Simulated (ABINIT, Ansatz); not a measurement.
**Ruthenium (P6_3/mmc): phonons by linear response**

How does Ruthenium (P6_3/mmc) vibrate, and is this structure a minimum?

Method: DFT PBE, scalar-relativistic, plane waves, PseudoDojo norm-conserving pseudopotentials, in ABINIT 10.8.3.

## 1. The starting structure

The structure is hexagonal, space group P6_3/mmc (No. 194). The conventional cell has a = 2.706 Å, b = 2.706 Å, c = 4.282 Å, α = 90.00°, β = 90.00°, γ = 120.00°. Nearest to Ru lie 12 Ru at 2.65 to 2.71 Å.

## 2. A first look

A first run with smearing and empty bands tells whether the crystal has a gap, which decides between fixed occupations and smearing later on.

Input file probe.abi:

```
# ground state
tolvrs 1.0d-08
prtden 1
prtwf 1

# basis, mesh and filling
ecut 38.0
ngkpt 9 9 4
nshiftk 1
shiftk 0.0 0.0 0.0
istwfk *1
occopt 7
tsmear 0.005
nband 24
nstep 100
diemac 9.0
prtebands 0
prtgsr 0

# cell and atoms
acell 5.113220948 5.113220948 8.091618293
rprim 
    1.0 0.0 0.0
    -0.5 0.8660254038 0.0
    0.0 0.0 1.0
ntypat 1
znucl 44
natom 2
typat 1 1
xred 
    1/3 2/3 0.25
    2/3 1/3 0.75
pp_dirpath "./pseudo"
pseudos "Ru.upf"
```

The run is started by

```bash
$ OMP_NUM_THREADS=1 mpirun -n 16 abinit probe.abi > probe.log
```

Numbers of over 12 decimals in the logs are rounded to 6 here.

probe.abo, the main output file:

```text
[banners, grids, parts of the stress and lines that vanish by symmetry left out]
- input  file    -> probe.abi
- output file    -> probe.abo
- root for input  files -> probei
[...]
Symmetries : space group P6_3/m m c (#194); Bravais hP (primitive hexag.)
[...]
mpw =        2067          nfft =       43200          nkpt =          36
[...]
== DATASET  1 ==================================================================
[...]
-    --> not optimal distribution: autoparal keyword recommended in input file <--
[...]
cutoff_energies: {ecut:  38.0, pawecutdg:  -1.0, }
[...]
ETOT  1  -202.01698794586    -2.020E+02 2.185E-01 1.991E+02
 ETOT  2  -202.11731062339    -1.003E-01 3.676E-02 1.445E+02
 ETOT  3  -202.16239008828    -4.508E-02 6.643E-03 1.775E-02
 ETOT  4  -202.16242147471    -3.139E-05 3.391E-03 5.702E-04
 ETOT  5  -202.16242164469    -1.700E-07 2.244E-03 1.071E-05
 ETOT  6  -202.16242164899    -4.293E-09 9.060E-04 3.278E-07
 ETOT  7  -202.16242164912    -1.320E-10 5.834E-04 1.636E-09
 At SCF step    7       vres2   =  1.64E-09 < tolvrs=  1.00E-08 =>converged.
[...]
sigma(1 1)= -1.69769675E-04  sigma(3 2)=  0.00000000E+00
  sigma(2 2)= -1.69769676E-04  sigma(3 1)=  0.00000000E+00
  sigma(3 3)= -9.36819784E-05  sigma(2 1)=  0.00000000E+00
[...]
convergence: {deltae: -1.320E-10, res2:  1.636E-09, residm:  5.834E-04, diffor: null, }
etotal    :  -2.02162422E+02
[...]
sigma(1 1)= -1.69769675E-04  sigma(3 2)=  0.00000000E+00
  sigma(2 2)= -1.69769676E-04  sigma(3 1)=  0.00000000E+00
  sigma(3 3)= -9.36819784E-05  sigma(2 1)=  0.00000000E+00
[...]
- sigma(1 1)= -4.99479629E+00  sigma(3 2)=  0.00000000E+00
- sigma(2 2)= -4.99479633E+00  sigma(3 1)=  0.00000000E+00
- sigma(3 3)= -2.75621896E+00  sigma(2 1)=  0.00000000E+00
[...]
fcart      1.0532090244E-28 -6.0807051375E-29 -0.0000000000E+00
           strten     -1.6976967512E-04 -1.6976967649E-04 -9.3681978387E-05
================================================================================

[key lines of the parts left out:]
pressure_GPa:   4.2486E+00
```

Wall time 4.8 s (16 MPI ranks of Arm Neoverse V2, shared host).

Numbers from this step:

- volume per atom: 13.57 Å³
- pressure: 4.249 GPa
- gap on the k-mesh: 0 eV

No gap opens on this mesh, so smearing is kept; the printed pressure holds the stress of the finite basis too.

## 3. Relaxation

The harmonic expansion needs vanishing forces, and a free crystal bears no stress, so cell and atoms are brought to rest. Stress is more sensitive to the basis than forces are: the last 3 Ha under the cutoff are smoothed with ecutsm, and the cutoff is raised above that of the later runs.

Input file relax.abi:

```
# relaxation
ionmov 2
optcell 2
dilatmx 1.08
ntime 40
tolmxf 1.0d-05
tolvrs 1.0d-14
prtwf 0
prtden 0
chksymtnons 0

# basis, mesh and filling
ecut 47.0
ecutsm 3.0
ngkpt 12 12 6
nshiftk 1
shiftk 0.0 0.0 0.0
istwfk *1
occopt 7
tsmear 0.01
nband 24
nstep 100
diemac 1000000.0
prtebands 0
prtgsr 0

# cell and atoms
acell 5.113220948 5.113220948 8.091618293
rprim 
    1.0 0.0 0.0
    -0.5 0.8660254038 0.0
    0.0 0.0 1.0
ntypat 1
znucl 44
natom 2
typat 1 1
xred 
    1/3 2/3 0.25
    2/3 1/3 0.75
pp_dirpath "./pseudo"
pseudos "Ru.upf"
```

The run is started by

```bash
$ OMP_NUM_THREADS=1 mpirun -n 16 abinit relax.abi > relax.log
```

relax.abo, the main output file:

```text
[banners, grids, parts of the stress and lines that vanish by symmetry left out]
- input  file    -> relax.abi
- output file    -> relax.abo
- root for input  files -> relaxi
[...]
Symmetries : space group P6_3/m m c (#194); Bravais hP (primitive hexag.)
[...]
mpw =        3603          nfft =       69984          nkpt =          76
[...]
== DATASET  1 ==================================================================
[...]
cutoff_energies: {ecut:  47.0, pawecutdg:  -1.0, }
[...]
ETOT  1  -202.01593607685    -2.020E+02 2.678E-01 3.034E+02
 ETOT  2  -202.12962811404    -1.137E-01 4.829E-02 1.774E+02
 ETOT  3  -202.16403577719    -3.441E-02 5.292E-03 4.968E-02
 ETOT  4  -202.16405446134    -1.868E-05 5.425E-03 7.147E-04
 ETOT  5  -202.16405457847    -1.171E-07 1.419E-03 4.824E-06
[...]
At SCF step    9       vres2   =  5.46E-15 < tolvrs=  1.00E-14 =>converged.
[...]
sigma(1 1)= -1.72379177E-04  sigma(3 2)=  0.00000000E+00
  sigma(2 2)= -1.72379178E-04  sigma(3 1)=  0.00000000E+00
  sigma(3 3)= -1.75495768E-04  sigma(2 1)=  0.00000000E+00
[...]
convergence: {deltae: -3.411E-12, res2:  5.457E-15, residm:  8.535E-04, diffor: null, }
etotal    :  -2.02164055E+02
[...]
ETOT  1  -202.15921940262    -2.022E+02 6.532E-04 2.802E+01
[...]
At SCF step    9       vres2   =  2.32E-15 < tolvrs=  1.00E-14 =>converged.
[...]
sigma(1 1)= -5.28430425E-06  sigma(3 2)=  0.00000000E+00
  sigma(2 2)= -5.28430559E-06  sigma(3 1)=  0.00000000E+00
  sigma(3 3)=  3.81155692E-06  sigma(2 1)=  0.00000000E+00
[...]
convergence: {deltae:  1.108E-12, res2:  2.316E-15, residm:  2.066E-04, diffor: null, }
etotal    :  -2.02164303E+02
[...]
ETOT  1  -202.16430191373    -2.022E+02 6.398E-04 8.726E-03
[...]
At SCF step    8       vres2   =  1.72E-16 < tolvrs=  1.00E-14 =>converged.
[...]
sigma(1 1)= -1.70130308E-06  sigma(3 2)=  0.00000000E+00
  sigma(2 2)= -1.70130442E-06  sigma(3 1)=  0.00000000E+00
  sigma(3 3)=  3.17470287E-06  sigma(2 1)=  0.00000000E+00
[...]
convergence: {deltae:  2.217E-12, res2:  1.722E-16, residm:  3.264E-05, diffor: null, }
etotal    :  -2.02164304E+02
[...]
ETOT  1  -202.16430283225    -2.022E+02 2.236E-05 4.381E-03
[...]
At SCF step    8       vres2   =  3.66E-17 < tolvrs=  1.00E-14 =>converged.
[...]
sigma(1 1)=  1.81824567E-07  sigma(3 2)=  0.00000000E+00
  sigma(2 2)=  1.81823232E-07  sigma(3 1)=  0.00000000E+00
  sigma(3 3)=  5.42906861E-07  sigma(2 1)=  0.00000000E+00
[...]
convergence: {deltae:  1.762E-12, res2:  3.659E-17, residm:  4.357E-06, diffor: null, }
etotal    :  -2.02164304E+02
[...]
ETOT  1  -202.16430367171    -2.022E+02 2.910E-06 8.919E-05
[...]
ETOT  6  -202.16430368776    -1.648E-12 8.511E-07 1.270E-13
 ETOT  7  -202.16430368776    -5.684E-14 1.479E-07 6.864E-16
 At SCF step    7       vres2   =  6.86E-16 < tolvrs=  1.00E-14 =>converged.
[...]
sigma(1 1)=  4.53039631E-08  sigma(3 2)=  0.00000000E+00
  sigma(2 2)=  4.53026275E-08  sigma(3 1)=  0.00000000E+00
  sigma(3 3)=  5.76440294E-08  sigma(2 1)=  0.00000000E+00
[...]
convergence: {deltae: -5.684E-14, res2:  6.864E-16, residm:  1.479E-07, diffor: null, }
etotal    :  -2.02164304E+02
[...]
At Broyd/MD step   5, gradients are converged :
[...]
sigma(1 1)=  4.53039631E-08  sigma(3 2)=  0.00000000E+00
  sigma(2 2)=  4.53026275E-08  sigma(3 1)=  0.00000000E+00
  sigma(3 3)=  5.76440294E-08  sigma(2 1)=  0.00000000E+00
[...]
- sigma(1 1)=  1.33288861E-03  sigma(3 2)=  0.00000000E+00
- sigma(2 2)=  1.33284932E-03  sigma(3 1)=  0.00000000E+00
- sigma(3 3)=  1.69594590E-03  sigma(2 1)=  0.00000000E+00
[...]
fcart      0.0000000000E+00  0.0000000000E+00 -0.0000000000E+00
           strten      4.5303963143E-08  4.5302627483E-08  5.7644029439E-08
================================================================================

[key lines of the parts left out:]
pressure_GPa:  -1.4539E-03
Total energy (etotal) [Ha]= -2.02164303687765E+02
```

Elapsed: 52 s, on 16 MPI ranks; 14 min of CPU time.

The steps of the relaxation:

```
step  energy less that of the first step (eV)  largest force (eV/Å)  volume (Å³)
   1                                   0.0000                0.0000        27.15
   2                                  -0.0068                0.0000        27.58
   3                                  -0.0068                0.0000        27.58
   4                                  -0.0068                0.0000        27.58
   5                                  -0.0068                0.0000        27.58
```

```
conventional cell, symmetrised  before  after  change
                         a (Å)   2.706  2.721  +0.5 %
                         b (Å)   2.706  2.721  +0.5 %
                         c (Å)   4.282  4.303  +0.5 %
              volume (Å³/atom)   13.57  13.79  +1.6 %
```

The relaxed structure:

```cif
data_structure
_symmetry_space_group_name_H-M 'P 1'
_symmetry_Int_Tables_number 1
_cell_length_a 2.7205
_cell_length_b 2.7205
_cell_length_c 4.3031
_cell_angle_alpha 90.000
_cell_angle_beta 90.000
_cell_angle_gamma 120.000
_cell_volume 27.58
loop_
_atom_site_label
_atom_site_type_symbol
_atom_site_fract_x
_atom_site_fract_y
_atom_site_fract_z
_atom_site_occupancy
Ru1 Ru 0.33333 0.66667 0.25000 1
Ru2 Ru 0.66667 0.33333 0.75000 1
```

This step gave:

- volume per atom: 13.79 Å³
- pressure: -0.001454 GPa

The volume changes by +1.6 % in this run and stands +1.6 % from the first cell.

## 4. Ground state

First-order wavefunctions inherit every error of the ground state, hence the very tight tolvrs. Smearing stays on, as the first look found no gap above 0.3 eV.

Input file gs.abi:

```
# ground state
tolvrs 1.0d-16
prtden 1
prtwf 1

# basis, mesh and filling
ecut 38.0
ngkpt 12 12 6
nshiftk 1
shiftk 0.0 0.0 0.0
istwfk *1
occopt 7
tsmear 0.01
nband 24
nstep 100
diemac 1000000.0
prtebands 0
prtgsr 0

# cell and atoms
acell 5.141093907 5.141093907 8.131669566
rprim 
    1.0 0.0 0.0
    -0.5 0.8660254038 0.0
    0.0 0.0 1.0
ntypat 1
znucl 44
natom 2
typat 1 1
xred 
    1/3 2/3 0.25
    2/3 1/3 0.75
pp_dirpath "./pseudo"
pseudos "Ru.upf"
```

The run is started by

```bash
$ OMP_NUM_THREADS=1 mpirun -n 16 abinit gs.abi > gs.log
```

gs.abo, the main output file:

```text
[banners, grids, parts of the stress and lines that vanish by symmetry left out]
- input  file    -> gs.abi
- output file    -> gs.abo
- root for input  files -> gsi
[...]
Symmetries : space group P6_3/m m c (#194); Bravais hP (primitive hexag.)
[...]
mpw =        2112          nfft =       43200          nkpt =          76
[...]
== DATASET  1 ==================================================================
[...]
cutoff_energies: {ecut:  38.0, pawecutdg:  -1.0, }
[...]
ETOT  1  -202.01845311486    -2.020E+02 2.841E-01 1.976E+02
 ETOT  2  -202.12439676687    -1.059E-01 3.011E-02 1.241E+02
 ETOT  3  -202.16391502792    -3.952E-02 1.102E-02 1.494E-02
 ETOT  4  -202.16393785122    -2.282E-05 2.674E-03 8.577E-04
 ETOT  5  -202.16393809563    -2.444E-07 2.558E-03 1.820E-05
[...]
ETOT 10  -202.16393810310     1.819E-12 1.183E-03 3.515E-16
 ETOT 11  -202.16393810310    -1.137E-12 6.554E-04 1.208E-18
 At SCF step   11       vres2   =  1.21E-18 < tolvrs=  1.00E-16 =>converged.
[...]
sigma(1 1)=  3.09008358E-05  sigma(3 2)=  0.00000000E+00
  sigma(2 2)=  3.09008344E-05  sigma(3 1)=  0.00000000E+00
  sigma(3 3)=  3.12190065E-05  sigma(2 1)=  0.00000000E+00
[...]
convergence: {deltae: -1.137E-12, res2:  1.208E-18, residm:  6.554E-04, diffor: null, }
etotal    :  -2.02163938E+02
[...]
sigma(1 1)=  3.09008358E-05  sigma(3 2)=  0.00000000E+00
  sigma(2 2)=  3.09008344E-05  sigma(3 1)=  0.00000000E+00
  sigma(3 3)=  3.12190065E-05  sigma(2 1)=  0.00000000E+00
[...]
- sigma(1 1)=  9.09133976E-01  sigma(3 2)=  0.00000000E+00
- sigma(2 2)=  9.09133937E-01  sigma(3 1)=  0.00000000E+00
- sigma(3 3)=  9.18494884E-01  sigma(2 1)=  0.00000000E+00
[...]
fcart      2.0949978910E-28  2.4190951926E-28 -0.0000000000E+00
           strten      3.0900835765E-05  3.0900834428E-05  3.1219006549E-05
================================================================================

[key lines of the parts left out:]
pressure_GPa:  -9.1225E-01
```

The job ended after 9.7 s (16 MPI ranks; 2.6 min of CPU time).

Read from the output:

```yaml
pressure: -0.9123 GPa
```

The cell stands at -0.91 GPa: the relaxation ran with a smoothed and higher cutoff, and the difference is a stress of the finite basis.

(Part 1 of 4 ends here.)

[Host names and launcher messages were left out of these logs when they were recorded.]

[Logs are printed without paths, hosts, clocks, repeated set-up lines and the standing remarks that a program may print on its own settings, such as how far it seeks lower states.]

[Hosts, paths, dates, database ids (printed as entryN), source tags and the programs' standing remarks are cut or masked in the printed files.]
